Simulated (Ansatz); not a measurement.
**Where O_P puts its levels in the gap of BP (F-43m)**

Aim: at which Fermi levels does O_P in BP (F-43m) change its charge? The model is a cell of 54 host atoms with 1 P taken out and 1 O put in.

Main program and level: Ansatz 0.2.0; place-levels on r2SCAN runs: charge-transition levels and formation energies with image-charge correction and potential alignment at the atomic sites; PAW set soft_1.

**1. The structure**

The cell holds 54 atoms: 27 B, 26 P and 1 O. Cell: a = 9.623 Å, b = 9.623 Å, c = 9.623 Å, α = 60.0°, β = 60.0°, γ = 60.0°. It derives from BP (space group F-43m). Nearest the centre at fractional (0.250, 0.583, 0.583): O10 at 0.00 Å, B35 at 1.96 Å, B29 at 1.96 Å, B17 at 1.96 Å, B33 at 1.96 Å, P28 at 3.21 Å, P14 at 3.21 Å, P6 at 3.21 Å.

Coordinates:

```xyz
54
Lattice="0.0000 6.8046 6.8046 6.8046 0.0000 6.8046 6.8046 6.8046 0.0000" Properties=species:S:1:pos:R:3 pbc="T T T"
B     0.0000    0.0000    0.0000
P     3.4023    3.4023    3.4023
B     2.2682    2.2682    0.0000
P     5.6705    5.6705    3.4023
B     4.5364    4.5364    0.0000
P     7.9386    7.9386    3.4023
B     2.2682    0.0000    2.2682
P     5.6705    3.4023    5.6705
B     4.5364    2.2682    2.2682
O     7.9386    5.6705    5.6705
B     6.8046    4.5364    2.2682
P    10.2068    7.9386    5.6705
B     4.5364    0.0000    4.5364
P     7.9386    3.4023    7.9386
B     6.8046    2.2682    4.5364
P    10.2068    5.6705    7.9386
B     9.0727    4.5364    4.5364
P    12.4750    7.9386    7.9386
B     0.0000    2.2682    2.2682
P     3.4023    5.6705    5.6705
B     2.2682    4.5364    2.2682
P     5.6705    7.9386    5.6705
B     4.5364    6.8046    2.2682
P     7.9386   10.2068    5.6705
B     2.2682    2.2682    4.5364
P     5.6705    5.6705    7.9386
B     4.5364    4.5364    4.5364
P     7.9386    7.9386    7.9386
B     6.8046    6.8046    4.5364
P    10.2068   10.2068    7.9386
B     4.5364    2.2682    6.8046
P     7.9386    5.6705   10.2068
B     6.8046    4.5364    6.8046
P    10.2068    7.9386   10.2068
B     9.0727    6.8046    6.8046
P    12.4750   10.2068   10.2068
B     0.0000    4.5364    4.5364
P     3.4023    7.9386    7.9386
B     2.2682    6.8046    4.5364
P     5.6705   10.2068    7.9386
B     4.5364    9.0727    4.5364
P     7.9386   12.4750    7.9386
B     2.2682    4.5364    6.8046
P     5.6705    7.9386   10.2068
B     4.5364    6.8046    6.8046
P     7.9386   10.2068   10.2068
B     6.8046    9.0727    6.8046
P    10.2068   12.4750   10.2068
B     4.5364    4.5364    9.0727
P     7.9386    7.9386   12.4750
B     6.8046    6.8046    9.0727
P    10.2068   10.2068   12.4750
B     9.0727    9.0727    9.0727
P    12.4750   12.4750   12.4750
```

Screening for the image-charge correction: ε∞ = 9.31, ε0 = 9.42, computed on the host (DFPT, PBEsol, on the r2SCAN cell), and a cell off the functional's own equilibrium shifts the ionic part.

The cell's shortest repeat is 9.6 Å.

**2. The runs of each charge state**

Levels follow from differences of total energies between charge states, each relaxed by itself.

Random displacements of about 0.05 Å break the site symmetry at the start, so that the relaxation can reach a distorted minimum if there is one. Forces are taken on a 2×2×2 shifted mesh. The cell holds 1 electron more than the neutral one, with a uniform background that keeps it neutral on the whole.

The sampling was tested on the host first: at the k-points planned (1x1x1 shifted 0.25 0.25 0.25) its energy lies 0.152 eV an atom from the dense-mesh value, so the final energies take a denser sampling.

One of the inputs; charge, spin and start change from state to state.

qm1.relax/input.yaml reads:

```yaml
crystal:
  lattice:
    - [0.0, 2.26818541, 2.26818541]
    - [2.26818541, 0.0, 2.26818541]
    - [2.26818541, 2.26818541, 0.0]
  atoms:
    - { symbol: B, position: [0.0, 0.0, 0.0] }
    - { symbol: P, position: [0.75, 0.75, 0.75] }
  supercell: [3, 3, 3]
  defects: [{ substitution: { at: 9, symbol: O } }]
total_charge: -1
basis:
  ecutwfc: 500
  xc_grid: 2
hamiltonian:
  xc: r2scan
  pseudopotentials: { kind: paw, azcp: { folder: soft_1 } }
kpoints:
  mp_grid: { grid: [2, 2, 2], shift: [0.5, 0.5, 0.5] }
scf:
  occupations: { method: fixed }
  max_iter: 100
output:
  forces: true
  charged_corrections: { epsilon: 9.31, static_epsilon: 9.42 }
relax:
  f_tol: 0.02
  max_steps: 80
  random_displacement: { amplitude: 0.05, seed: 4665 }
checkpoint:
  write: "../qm1.relax.run"
  compress: false
  write_wavefunctions: true
  write_every: 100000
```

The run is started by

```console
> ansatz run input.yaml --threads 4 --pin off --max-ram 7536MiB --backend cpu --events-out ev --progress --plain --runs-dir out
```

The run of this state that the levels use, under r2SCAN:

qm1.point/input.yaml reads:

```yaml
crystal:
  checkpoint: "../qm1.relax.run"
  host: checkpoint
total_charge: -1
basis:
  ecutwfc: 500
  xc_grid: 2
hamiltonian:
  xc: r2scan
  pseudopotentials: { kind: paw, azcp: { folder: soft_1 } }
kpoints:
  mp_grid: { grid: [2, 2, 2], shift: [0.5, 0.5, 0.5] }
scf:
  occupations: { method: fixed }
  max_iter: 100
output:
  forces: true
  eigenvalues: true
  charged_corrections:
    epsilon: 9.31
    static_epsilon: 9.42
    defect_position: [0.25, 0.583333, 0.583333]
  eigenstates: { localisation: true }
  populations: true
  band_densities: [{ bands: [v1, v1] }, { bands: [c1, c1] }]
  write_density: true
  write_potential: true
  volumetric_format: npy
checkpoint:
  read: "../qm1.relax.run"
  write: "../qm1.point.run"
  compress: false
  write_wavefunctions: false
  write_every: 100000
```

Relaxations under r2SCAN at a 2×2×2 shifted mesh; times on 4 threads of Arm Neoverse V1, shared host:

```csv
charge,moment (μB),occupations,outcome,steps,largest displacement against the far atoms (Å),time
−1,0,fixed,converged,7,0.45,3.4 min
0,1,fixed,converged,8,0.42,9 min
+1,0,fixed,converged,16,0.36,5.9 min
−1,2,fixed,converged,16,0.58,15 min
+1,2,fixed,converged,13,0.42,12 min
```

Single points under r2SCAN at a 2×2×2 shifted mesh; times on 4 threads of Arm Neoverse V1, shared host:

| charge | moment (μB) | occupations | outcome | time |
| --- | --- | --- | --- | --- |
| −1 | 0 | fixed | converged | 27 s |
| 0 | 1 | fixed | converged | 62 s |
| +1 | 0 | fixed | converged | 26 s |
| −1 | 2 | fixed | converged | 62 s |
| +1 | 2 | fixed | converged | 63 s |

Distances (Å) from O10 to the nearest atoms after relaxation with r2SCAN:

```
charge  moment (μB)      1.      2.      3.      4.      5.      6.
    −1            0  B 1.66  B 1.66  B 1.67  B 2.65  P 2.84  P 2.84
    −1            2  B 1.45  B 1.45  B 2.60  B 2.61  P 2.82  P 2.82
     0            1  B 1.66  B 1.66  B 1.66  B 2.67  P 2.87  P 2.87
    +1            0  B 1.69  B 1.69  B 1.69  B 2.65  P 2.94  P 2.94
    +1            2  B 1.65  B 1.65  B 1.65  B 2.66  P 2.87  P 2.87
```

**3. Placing the levels, r2SCAN**

A charged cell interacts with its images and the background, and its potential has another zero than the host's. place-levels removes the first by a point-charge model, screened by the static dielectric constant since the ions have relaxed around the charge, and the second by comparing potentials at atoms far from the defect.

The host is a run of the defect-free crystal in the same cutoffs, grids and k-points, so that basis and sampling errors cancel in part in the differences. The host is run in a cell of 2 atoms on a matching mesh. Its band edges are searched through the zone by a band path, so the gap is smaller than, or equal to, that on the mesh. Chemical potentials are energies per atom of P (black phosphorus) and O (O2 molecule), run with the same functional and cutoff.

levels.point.yaml reads:

```yaml
host:
  run: host.point.run
states: [qm1.point.run, q0_M1.point.run, qp1.point.run, qm1_M2.point.run, qp1_M2.point.run]
geometry_from:
  qm1.point.run: qm1.relax.run
  q0_M1.point.run: q0_M1.relax.run
  qp1.point.run: qp1.relax.run
  qm1_M2.point.run: qm1_M2.relax.run
  qp1_M2.point.run: qp1_M2.relax.run
  host.point.run: host.relax.run
chemical_potentials:
  P:
    energy: -759.166194
    dataset: "<sha256 of the dataset>"
  O:
    energy: -565.989614
    dataset: <sha256 of the dataset>
epsilon: 9.31
static_epsilon: 9.42
vertical:
  - { from: qm1.point.run, to: qm1.point_neutral.run }
  - { from: qp1.point.run, to: qp1.point_neutral.run }
  - { from: qm1_M2.point.run, to: qm1_M2.point_neutral.run }
  - { from: qp1_M2.point.run, to: qp1_M2.point_neutral.run }
```

The run is started by

```console
> ansatz place-levels levels.point.yaml -- --threads 4 --pin off --max-ram 7536MiB
```

Numbers of over 12 decimals in the logs are rounded to 6 here.

Output:

```text
[... repeated set-up lines and file paths are left out, and long positions are rounded to six places ...]
(+1/0) 0.394 eV above the valence edge, 1.013 eV under the conduction edge
(0/-1) 1.390 eV above the valence edge, 0.017 eV under the conduction edge
formation energy of charge +1: +0.903 eV with the Fermi level at the valence edge
formation energy of charge 0: +1.297 eV with the Fermi level at the valence edge
formation energy of charge -1: +2.687 eV with the Fermi level at the valence edge
vertical -1 to 0: no energy, since no alignment is typed
  the change from vertical[0].from (qm1.point.run) to vertical[0].to (qm1.point_neutral.run): by its potential at epsilon 9.31 it stands at 0.296 0.629 0.630, with an rms radius of about 2.0 Å (1.2 1.2 1.2 Å across the planes of the cell's vectors); [...]
vertical +1 to 0: no energy, since no alignment is typed
  the change from vertical[1].from (qp1.point.run) to vertical[1].to (qp1.point_neutral.run): by its potential at epsilon 9.31 it stands at 0.319 0.652 0.652, with an rms radius of about 1.0 Å (0.6 0.6 0.6 Å across the planes of the cell's vectors); [...]
vertical -1 to 0: no energy, since no alignment is typed
  the change from vertical[2].from (qm1_M2.point.run) to vertical[2].to (qm1_M2.point_neutral.run): by its potential at epsilon 9.31 it stands at 0.327 0.521 0.659, with an rms radius of about 2.1 Å (0.7 1.9 0.7 Å across the planes of the cell's vectors); [...]
vertical +1 to 0: no energy, since no alignment is typed
  the change from vertical[3].from (qp1_M2.point.run) to vertical[3].to (qp1_M2.point_neutral.run): by its potential at epsilon 9.31 it stands at 0.956 0.287 0.135, with an rms radius of about 5.3 Å (2.9 2.9 3.3 Å across the planes of the cell's vectors); [...]
  edges by r2scan, gap 1.407 eV; the host is sampled to repeats of 19.25 Å
  the defect's cells are sampled to repeats of 19.25 Å, like sampling
  charge +1: -24565.7406 eV with its correction of -0.014 eV, at epsilon 9.42, aligned at sites: -0.2716 eV, mean over 19 atomic sites at or beyond 4.81 Å from the defect at [0.2500, 0.5833, 0.5833], with +0.000000 for the charge's moments and without [...]
  charge 0: +0.000 eV for its dipole among its images, +0.000 omitted
  charge -1: -24545.4975 eV with its correction of +0.456 eV, at epsilon 9.42, aligned at sites: -0.1989 eV, mean over 19 atomic sites at or beyond 4.81 Å from the defect at [0.2500, 0.5833, 0.5833], with -0.000000 for the charge's moments and without [...]
  charge +1: states[4] (qp1_M2.point.run) stands 1.010 eV higher, with a moment of 2.00 μB against 0.00
  charge -1: states[0] (qm1.point.run) stands 0.190 eV higher, with a moment of 0.00 μB against 2.00
  of states[2] (qp1.point.run): its alignment with the host at atomic sites is doubtful: the mean over the far sites moves by -0.2763 eV from their farther parts to their nearer, more than 0.05 eV. [...]
  of states[1] (q0_M1.point.run): its alignment with the host at atomic sites is doubtful: the mean over the far sites moves by -0.1521 eV from their farther parts to their nearer, more than 0.05 eV. [...]
  of states[3] (qm1_M2.point.run): it parts from the run at its places by a charge that spreads by about 1.9 Å along one vector (1.4 Å or more is wide), by its potential at epsilon 9.31, taken for that of held ions (one typed too small widens it), where the [...]
  of states[4] (qp1_M2.point.run): it parts from the run at its places by a charge that spreads by about 3.3 Å along one vector (1.4 Å or more is wide), by its potential at epsilon 9.31, taken for that of held ions (one typed too small widens it), where the [...]
  of states[0] (qm1.point.run): its alignment with the host at atomic sites is doubtful: the mean over the far sites moves by -0.0577 eV from their farther parts to their nearer, more than 0.05 eV. [...]
  of vertical[0].to (qm1.point_neutral.run): stability_check_not_made
  of vertical[1].to (qp1.point_neutral.run): stability_check_not_made
  of vertical[2].from (qm1_M2.point.run): stability_check_not_made; [...]
  of vertical[2].to (qm1_M2.point_neutral.run): stability_check_not_made
  of vertical[3].from (qp1_M2.point.run): its moments are held at its close (magnetization.spin_locking), by a field of 0.609 eV a Bohr magneton, and its energy and levels are of the state that this holds: a run that lets them go can end lower; [...]
  of vertical[3].to (qp1_M2.point_neutral.run): stability_check_not_made
```

It took 0.7 s on 4 threads of Arm Neoverse V1, shared host.

Levels between the charges placed, in eV above the valence top:

```
        gap (eV)  (+1/0)  (0/−1)
r2SCAN      1.41    0.39    1.39
```

Corrections by state:

```
charge  moment (μB)  image terms and alignment (eV)  band filling (eV)  ε used  over the lowest of its charge, as the program ranks them, band filling apart (eV)
    +1          0.0                          -0.014                  -    9.42                                                                              0.000
     0          1.0                           0.000                  -       -                                                                              0.000
    −1          2.0                           0.456                  -    9.42                                                                              0.000
    +1          2.0                          -0.081                  -    9.42                                                                              1.010
    −1          0.0                           0.427                  -    9.42                                                                              0.190
```

The charged structures listed were also run neutral, and place-levels reads from each pair, by the potential or the spins, how wide the charge is by which they differ; that can be the carrier of either run.

```csv
charge,rms radius (Å),spread where it is widest against the cell (Å),wide from (Å),reading
+1,1.0,0.60,1.36,narrow
−1,2.1,1.85,1.36,wide
```

The neutral runs of these pairs need not share the spin of the lowest neutral state, and very wide values only mean spread over the cell.

From the program's caveats on the states, each cut to its opening words:

- charge +1: its alignment with the host at atomic sites is doubtful: the mean over the far sites moves by -0.2763 eV from their farther parts to their nearer, more than [...]
- charge 0 (1 μB): its alignment with the host at atomic sites is doubtful: the mean over the far sites moves by -0.1521 eV from their farther parts to their nearer, more than [...]
- charge 0 (1 μB), −1 (2 μB), +1 (2 μB): flagged: stability check not made
- charge −1 (2 μB): it parts from the run at its places by a charge that spreads by about 1.9 Å along one vector (1.4 Å or more is wide), by its potential at epsilon 9.31, taken [...]
- charge +1 (2 μB): it parts from the run at its places by a charge that spreads by about 3.3 Å along one vector (1.4 Å or more is wide), by its potential at epsilon 9.31, taken [...]
- charge +1 (2 μB): its alignment with the host at atomic sites is doubtful: the mean over the far sites moves by -0.0996 eV from their farther parts to their nearer, more than [...]
- charge +1 (2 μB): its moments are held at its close (magnetization.spin_locking), by a field of 0.609 eV a Bohr magneton, and its energy and levels are of the state that this [...]
- charge +1 (2 μB): filled levels lie above empty ones at the fixed electron count
- charge −1: its alignment with the host at atomic sites is doubtful: the mean over the far sites moves by -0.0577 eV from their farther parts to their nearer, more than [...]

The host's formation energy from the elements is -0.484 eV per atom; it sets how far the chemical potentials can move.

Limit set by the element alone; other compounds of these elements are not counted. Chemical potentials from the elements' reference states: B 0.00 eV, P -0.97 eV, O 0.00 eV. Formation energy by charge state (B-rich; gap 1.41 eV):

| charge | at valence top (eV) | at conduction bottom (eV) | correction included (eV) |
| --- | --- | --- | --- |
| +1 | -0.07 | 1.34 | -0.01 |
| 0 | 0.33 | 0.33 | 0.00 |
| −1 | 1.72 | 0.31 | 0.46 |

```tsv
Fermi level (eV)	lowest formation energy (eV)
0.00	-0.07
0.13	0.06
0.26	0.19
0.38	0.32
0.51	0.33
0.64	0.33
0.77	0.33
0.90	0.33
1.02	0.33
1.15	0.33
1.28	0.33
1.41	0.31
```

Limit set by the element alone; other compounds of these elements are not counted. Chemical potentials from the elements' reference states: P 0.00 eV, B -0.97 eV, O 0.00 eV. Formation energies (P-rich), with the Fermi level at the valence top and at the conduction bottom (gap 1.41 eV):

```
charge  at valence top (eV)  at conduction bottom (eV)  correction included (eV)
    +1                 0.90                       2.31                     -0.01
     0                 1.30                       1.30                      0.00
    −1                 2.69                       1.28                      0.46
```

```csv
Fermi level (eV),lowest formation energy (eV)
0.00,0.90
0.13,1.03
0.26,1.16
0.38,1.29
0.51,1.30
0.64,1.30
0.77,1.30
0.90,1.30
1.02,1.30
1.15,1.30
1.28,1.30
1.41,1.28
```

**4. Summary of results**

| Quantity | Value |
| --- | --- |
| gap of the host | 1.41 eV (r2SCAN) |
| level (plus 1/0) | 0.39 eV above the valence top |
| level (0/minus 1) | 1.39 eV above the valence top |
| lowest of the charges placed, just above the valence top (0.02 eV) | +1 |
| lowest of the charges placed, just below the conduction bottom (0.02 eV) | 0 |
| lowest formation energy at mid-gap of the charges run, B-rich | 0.33 eV |
| lowest formation energy at mid-gap of the charges run, P-rich | 1.30 eV |

In words: Of the charges placed (−1, 0 and +1), the lowest changes at 0.39 eV (+1/0) above the valence top, in a gap of 1.41 eV. (0/−1) lies 0.02 eV from a band edge, less than the doubt on such levels. Charges above +1 were not placed, so these runs say nothing of levels that involve them. States placed: +1 at 0 μB and 2 μB; 0 at 1 μB; −1 at 2 μB and 0 μB. Other spin states or structures, where not listed, weren't placed. O is taken at its element; compounds, which aren't counted here, bound the chemical potentials and would shift these formation energies. The program doubts the alignment of potentials for at least one state, a sign that the cell is small. What this leaves open: r2SCAN makes the gap too small and tends to spread out bound carriers; where a gas molecule sets a chemical potential or the host's formation energy, its binding is uncorrected.

[Logs are printed without paths, hosts, clocks, repeated set-up lines and the standing remarks that a program may print on its own settings, such as how far it seeks lower states.]

[Hosts, paths, dates, database ids (printed as entryN), source tags and the programs' standing remarks are cut or masked in the printed files.]

[Where a table of states has a column of steps, it counts the stored structures, which are thinned; the runs took as many ionic steps or more.]

[A defect's name tells the site on which it was built; relaxed atoms can leave that site.]

[For some hosts the program warned that the k-mesh of the response run may be too coarse for force constants and the static dielectric constant; such warnings are not shown here.]
